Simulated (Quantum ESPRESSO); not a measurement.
# Collinear magnetic orders of Fe with Quantum ESPRESSO

Wanted: the moments of Fe and the energy of each order that was tried.

Main program and level: Quantum ESPRESSO 7.5; PBEsol; plane waves with GBRV 1.5 PBEsol potentials, no spin-orbit coupling.

The database entry behind the starting cell differs from later determinations by our own check (about 0.2 % short), so it need not match the best structure at ambient conditions.

### Step 1. Set-up

Symmetry: Im-3m, No. 229, cubic system. Conventional cell: a = 2.860 Å, b = 2.860 Å, c = 2.860 Å, α = 90.00°, β = 90.00°, γ = 90.00°. Fe has 8 Fe at 2.48 Å nearest.

The cell comes from the Crystallography Open Database.

### Step 2. Run 1, typed as ferro +

The signs are those of the starting moments on the seeded atoms, the atoms that are given a moment.

pw.in

```
&CONTROL
  calculation = 'scf'
  prefix = 'pwscf'
  outdir = './tmp'
  pseudo_dir = './pseudo'
  disk_io = 'nowf'
/
&SYSTEM
  ibrav = 0
  nat = 1
  ntyp = 1
  ecutwfc = 40
  ecutrho = 280
  nbnd = 15
  occupations = 'smearing'
  smearing = 'fd'
  degauss = 0.00734986
  nspin = 2
  starting_magnetization(1) = 0.175
/
&ELECTRONS
  conv_thr = 2d-09
  electron_maxstep = 150
  mixing_beta = 0.3
/
ATOMIC_SPECIES
Fe     55.8450 fe_pbesol_v1.5.uspp.F.UPF
CELL_PARAMETERS angstrom
  -1.4302400000    1.4302400000    1.4302400000
   1.4302400000   -1.4302400000    1.4302400000
   1.4302400000    1.4302400000   -1.4302400000
ATOMIC_POSITIONS crystal
Fe      0.0000000000    0.0000000000    0.0000000000
K_POINTS automatic
12 12 12 0 0 0
```

Run with:

```bash
$ OMP_NUM_THREADS=1 mpirun -n 4 pw.x -nk 4 -in pw.in > pw.out
```

What it wrote:

```text
Program PWSCF v.7.5 starts

     Message from routine setup:
     using ibrav=0 with symmetry is DISCOURAGED, use correct ibrav instead

     K-points division:     npool     =       4
     Subspace diagonalization in iterative solution of the eigenvalue problem:

     G-vector sticks info
     --------------------
     sticks:   dense  smooth     PW     G-vecs:    dense   smooth      PW
     Sum         467     265    117                 6339     2731     767

     Using Slab Decomposition

     bravais-lattice index     =            0
     lattice parameter (alat)  =       4.6813  a.u.
     unit-cell volume          =      78.9739 (a.u.)^3
     number of atoms/cell      =            1
     number of atomic types    =            1
     number of electrons       =        16.00
     number of Kohn-Sham states=           15
     kinetic-energy cutoff     =      40.0000  Ry
     charge density cutoff     =     280.0000  Ry
     scf convergence threshold =      2.0E-09
     mixing beta               =       0.3000
     number of iterations used =            8  plain     mixing
     Exchange-correlation= SLA  PW   PSX  PSC
                           (   1   4  10   8   0   0   0)

     celldm(1)=   4.681321  celldm(2)=   0.000000  celldm(3)=   0.000000
     celldm(4)=   0.000000  celldm(5)=   0.000000  celldm(6)=   0.000000

     crystal axes: (cart. coord. in units of alat)
               a(1) = (  -0.577350   0.577350   0.577350 )
               a(2) = (   0.577350  -0.577350   0.577350 )
               a(3) = (   0.577350   0.577350  -0.577350 )

     reciprocal axes: (cart. coord. in units 2 pi/alat)
               b(1) = ( -0.000000  0.866025  0.866025 )
               b(2) = (  0.866025 -0.000000  0.866025 )
               b(3) = (  0.866025  0.866025  0.000000 )

     PseudoPot. # 1 for Fe read from file:
     fe_pbesol_v1.5.uspp.F.UPF
     Pseudo is Ultrasoft + core correction, Zval = 16.0
     Generated by new atomic code, or converted to UPF format
     Using radial grid of  861 points,  6 beta functions with:
                l(1) =   0
                l(2) =   0
                l(3) =   1
                l(4) =   1
                l(5) =   2
                l(6) =   2
     Q(r) pseudized with  8 coefficients,  rinner =    1.000   1.000   1.000
                                                       1.000   1.000

     atomic species   valence    mass     pseudopotential
     Fe               16.00    55.84500     Fe( 1.00)

     Starting magnetic structure
     atomic species   magnetization
     Fe              0.175

     48 Sym. Ops., with inversion, found

   Cartesian axes

     site n.     atom                  positions (alat units)
         1        Fe     tau(   1) = (   0.0000000   0.0000000   0.0000000  )

     number of k points=    72  Fermi-Dirac smearing, width (Ry)=  0.0073
                       cart. coord. in units 2pi/alat
        k(    1) = (   0.0000000   0.0000000   0.0000000), wk =   0.0005787
        k(    2) = (   0.0721688   0.0721688   0.0000000), wk =   0.0069444
        k(    3) = (   0.1443376   0.1443376   0.0000000), wk =   0.0069444
        k(    4) = (   0.2165064   0.2165064   0.0000000), wk =   0.0069444
        k(    5) = (   0.2886751   0.2886751   0.0000000), wk =   0.0069444
        [... 67 further k-points ...]

     Dense  grid:     6339 G-vectors     FFT dimensions: (  25,  25,  25)

     Smooth grid:     2731 G-vectors     FFT dimensions: (  20,  20,  20)

     Check: negative core charge=   -0.000066
     Generating pointlists ...
     new r_m :   0.4125 (alat units)  1.9310 (a.u.) for type    1

     Initial potential from superposition of free atoms

     starting charge      15.0000, renormalised to      16.0000
     Starting wfcs are   13 randomized atomic wfcs +    2 random wfcs

     Self-consistent Calculation

     iteration #  1     ecut=    40.00 Ry     beta= 0.30
     Davidson diagonalization with overlap
     ethr =  1.00E-02,  avg # of iterations =  4.3

     total energy              =    -249.70289424 Ry
     estimated scf accuracy    <       2.41502902 Ry

     total magnetization       =     1.96 Bohr mag/cell
     absolute magnetization    =     1.96 Bohr mag/cell

     iteration #  2     ecut=    40.00 Ry     beta= 0.30
     Davidson diagonalization with overlap
     ethr =  1.00E-02,  avg # of iterations =  1.9

     total energy              =    -250.18462731 Ry
     estimated scf accuracy    <       0.04598364 Ry

     total magnetization       =     2.43 Bohr mag/cell
     absolute magnetization    =     2.46 Bohr mag/cell

     iteration #  3     ecut=    40.00 Ry     beta= 0.30
     Davidson diagonalization with overlap
     ethr =  2.87E-04,  avg # of iterations =  1.3

     total energy              =    -250.19478788 Ry
     estimated scf accuracy    <       0.00320490 Ry

     total magnetization       =     2.34 Bohr mag/cell
     absolute magnetization    =     2.39 Bohr mag/cell

     [... further iterations left out ...]

     iteration #  8     ecut=    40.00 Ry     beta= 0.30
     Davidson diagonalization with overlap
     ethr =  4.37E-08,  avg # of iterations =  1.5

     total energy              =    -250.19568171 Ry
     estimated scf accuracy    <       0.00000295 Ry

     total magnetization       =     2.30 Bohr mag/cell
     absolute magnetization    =     2.41 Bohr mag/cell

     iteration #  9     ecut=    40.00 Ry     beta= 0.30
     Davidson diagonalization with overlap
     ethr =  1.84E-08,  avg # of iterations =  1.0

     total energy              =    -250.19568217 Ry
     estimated scf accuracy    <       0.00000007 Ry

     total magnetization       =     2.30 Bohr mag/cell
     absolute magnetization    =     2.42 Bohr mag/cell

     iteration # 10     ecut=    40.00 Ry     beta= 0.30
     Davidson diagonalization with overlap
     ethr =  4.24E-10,  avg # of iterations =  1.6

     total energy              =    -250.19568222 Ry
     estimated scf accuracy    <          4.2E-09 Ry

     total magnetization       =     2.30 Bohr mag/cell
     absolute magnetization    =     2.42 Bohr mag/cell

     iteration # 11     ecut=    40.00 Ry     beta= 0.30
     Davidson diagonalization with overlap
     ethr =  2.62E-11,  avg # of iterations =  1.0

     Magnetic moment per site  (integrated on atomic sphere of radius R)
     atom   1 (R=0.413)  charge= 14.4085  magn=  2.3479

     End of self-consistent calculation

     Number of k-points >= 100: set verbosity='high' to print the bands.

     the Fermi energy is    17.4052 ev

!    total energy              =    -250.19568224 Ry
     estimated scf accuracy    <          1.6E-09 Ry
     smearing contrib. (-TS)   =      -0.00215269 Ry
     internal energy E=F+TS    =    -250.19352955 Ry

     The total energy is F=E-TS. E is the sum of the following terms:
     one-electron contribution =    -116.11164413 Ry
     hartree contribution      =      67.17788347 Ry
     xc contribution           =     -28.90944724 Ry
     ewald contribution        =    -172.35032166 Ry

     total magnetization       =     2.30 Bohr mag/cell
     absolute magnetization    =     2.42 Bohr mag/cell

     convergence has been achieved in  11 iterations

=------------------------------------------------------------------------------=
   JOB DONE.
=------------------------------------------------------------------------------=
```

It took 2.5 s on 4 MPI ranks of Arm Neoverse V2, shared host; peak memory 0.21 GiB.

Spin moment in the atom's sphere by atom:

```csv
atom,spin moment in the atom's sphere (μB)
Fe1,2.35
```

Numbers from this step:

```
smearing term TS       : 0.02929 eV
magnetization          : 2.301 μB
absolute magnetization : 2.416 μB
final state            : ferromagnetic
```

### Step 3. Run 2, typed as antiferro q=(1/2,1/2,1/2) +−

This order needs a doubled cell of 2 atoms. The wavevector q is in fractions of the reciprocal vectors of the crystal's primitive cell, as the cells of these inputs are built from it; moments change sign between cells as cos(2π q·R).

pw.in

```
&CONTROL
  calculation = 'scf'
  prefix = 'pwscf'
  outdir = './tmp'
  pseudo_dir = './pseudo'
  disk_io = 'nowf'
/
&SYSTEM
  ibrav = 0
  nat = 2
  ntyp = 2
  ecutwfc = 40
  ecutrho = 280
  nbnd = 23
  occupations = 'smearing'
  smearing = 'fd'
  degauss = 0.00734986
  nspin = 2
  starting_magnetization(1) = 0.175
  starting_magnetization(2) = -0.175
/
&ELECTRONS
  conv_thr = 4d-09
  electron_maxstep = 150
  mixing_beta = 0.3
/
ATOMIC_SPECIES
Fe1    55.8450 fe_pbesol_v1.5.uspp.F.UPF
Fe2    55.8450 fe_pbesol_v1.5.uspp.F.UPF
CELL_PARAMETERS angstrom
  -2.8604800000    2.8604800000    2.8604800000
   0.0000000000    0.0000000000    2.8604800000
   0.0000000000    2.8604800000    0.0000000000
ATOMIC_POSITIONS crystal
Fe1     0.0000000000    0.0000000000    0.0000000000
Fe2     0.5000000000    0.0000000000    0.0000000000
K_POINTS automatic
6 12 12 0 0 0
```

What it wrote:

```text
[banner, memory and clock lines left out]
Program PWSCF v.7.5 starts

     Message from routine setup:
     using ibrav=0 with symmetry is DISCOURAGED, use correct ibrav instead

     bravais-lattice index     =            0
     lattice parameter (alat)  =       9.3626  a.u.
     unit-cell volume          =     157.9477 (a.u.)^3
     number of atoms/cell      =            2
     number of atomic types    =            2
     number of electrons       =        32.00
     number of Kohn-Sham states=           23
     kinetic-energy cutoff     =      40.0000  Ry
     charge density cutoff     =     280.0000  Ry
     scf convergence threshold =      4.0E-09
     mixing beta               =       0.3000
     number of iterations used =            8  plain     mixing
     Exchange-correlation= SLA  PW   PSX  PSC
                           (   1   4  10   8   0   0   0)

     celldm(1)=   9.362642  celldm(2)=   0.000000  celldm(3)=   0.000000
     celldm(4)=   0.000000  celldm(5)=   0.000000  celldm(6)=   0.000000

     crystal axes: (cart. coord. in units of alat)
               a(1) = (  -0.577350   0.577350   0.577350 )
               a(2) = (   0.000000   0.000000   0.577350 )
               a(3) = (   0.000000   0.577350   0.000000 )

     reciprocal axes: (cart. coord. in units 2 pi/alat)
               b(1) = ( -1.732051  0.000000  0.000000 )
               b(2) = (  1.732051 -0.000000  1.732051 )
               b(3) = (  1.732051  1.732051 -0.000000 )

     PseudoPot. # 1 for Fe read from file:
     fe_pbesol_v1.5.uspp.F.UPF
     Pseudo is Ultrasoft + core correction, Zval = 16.0

     PseudoPot. # 2 for Fe read from file:
     fe_pbesol_v1.5.uspp.F.UPF
     Pseudo is Ultrasoft + core correction, Zval = 16.0

     atomic species   valence    mass     pseudopotential
     Fe1              16.00    55.84500     Fe( 1.00)
     Fe2              16.00    55.84500     Fe( 1.00)

     Starting magnetic structure
     atomic species   magnetization
     Fe1             0.175
     Fe2            -0.175

     48 Sym. Ops., with inversion, found

   Cartesian axes

     site n.     atom                  positions (alat units)
         1        Fe1    tau(   1) = (   0.0000000   0.0000000   0.0000000  )
         2        Fe2    tau(   2) = (  -0.2886751   0.2886751   0.2886751  )

     number of k points=    44  Fermi-Dirac smearing, width (Ry)=  0.0073
                       cart. coord. in units 2pi/alat
        k(    1) = (   0.0000000   0.0000000   0.0000000), wk =   0.0011574
        k(    2) = (   0.1443376   0.1443376   0.0000000), wk =   0.0138889
        k(    3) = (   0.2886751   0.2886751   0.0000000), wk =   0.0138889
        k(    4) = (   0.4330127   0.4330127   0.0000000), wk =   0.0138889
        k(    5) = (   0.5773503   0.5773503   0.0000000), wk =   0.0138889
        [... 39 further k-points ...]

     Dense  grid:    12533 G-vectors     FFT dimensions: (  50,  30,  30)

     Smooth grid:     5449 G-vectors     FFT dimensions: (  40,  24,  24)

     Check: negative core charge=   -0.000064
     Generating pointlists ...
     new r_m :   0.2063 (alat units)  1.9310 (a.u.) for type    1
     new r_m :   0.2063 (alat units)  1.9310 (a.u.) for type    2

     Initial potential from superposition of free atoms

     starting charge      30.0000, renormalised to      32.0000
     Starting wfcs are   26 randomized atomic wfcs

     Self-consistent Calculation

     iteration #  1     ecut=    40.00 Ry     beta= 0.30
     Davidson diagonalization with overlap
     ethr =  1.00E-02,  avg # of iterations =  3.0

     total energy              =    -499.41520532 Ry
     estimated scf accuracy    <       4.72423371 Ry

     total magnetization       =    -0.00 Bohr mag/cell
     absolute magnetization    =     3.62 Bohr mag/cell

     iteration #  2     ecut=    40.00 Ry     beta= 0.30
     Davidson diagonalization with overlap
     ethr =  1.00E-02,  avg # of iterations =  2.1

     total energy              =    -500.31569950 Ry
     estimated scf accuracy    <       0.03676414 Ry

     total magnetization       =    -0.00 Bohr mag/cell
     absolute magnetization    =     4.45 Bohr mag/cell

     [... further iterations left out ...]

     iteration # 16     ecut=    40.00 Ry     beta= 0.30
     Davidson diagonalization with overlap
     ethr =  5.58E-11,  avg # of iterations =  1.5

     total energy              =    -500.32595050 Ry
     estimated scf accuracy    <          9.3E-09 Ry

     total magnetization       =     0.00 Bohr mag/cell
     absolute magnetization    =     3.74 Bohr mag/cell

     iteration # 17     ecut=    40.00 Ry     beta= 0.30
     Davidson diagonalization with overlap
     ethr =  2.91E-11,  avg # of iterations =  1.5

     Magnetic moment per site  (integrated on atomic sphere of radius R)
     atom   1 (R=0.206)  charge= 14.4096  magn=  1.8030
     atom   2 (R=0.206)  charge= 14.4096  magn= -1.8015

     End of self-consistent calculation

     [... lines left out ...]
     the Fermi energy is    17.7204 ev

!    total energy              =    -500.32595051 Ry
     estimated scf accuracy    <          2.3E-09 Ry
     smearing contrib. (-TS)   =      -0.01363089 Ry
     internal energy E=F+TS    =    -500.31231962 Ry

     The total energy is F=E-TS. E is the sum of the following terms:
     one-electron contribution =    -232.06932378 Ry
     hartree contribution      =     134.13588234 Ry
     xc contribution           =     -57.67823487 Ry
     ewald contribution        =    -344.70064332 Ry

     total magnetization       =     0.00 Bohr mag/cell
     absolute magnetization    =     3.74 Bohr mag/cell

     convergence has been achieved in  17 iterations
```

It took 11 s on 4 MPI ranks; peak memory 0.27 GiB; 43 s of CPU time.

(Continued in part 2 of 2.)

[Logs and program files are shortened in this print: banners, set-up blocks, solver, clock and traceback lines can be left out without a mark of their own.]

[Logs are printed without paths, hosts, clocks, repeated set-up lines and the standing remarks that a program may print on its own settings, such as how far it seeks lower states.]

[Hosts, paths, dates, database ids (printed as entryN), source tags and the programs' standing remarks are cut or masked in the printed files.]

[Where a cell is said to come from a database of computed structures, the database is the Materials Project.]
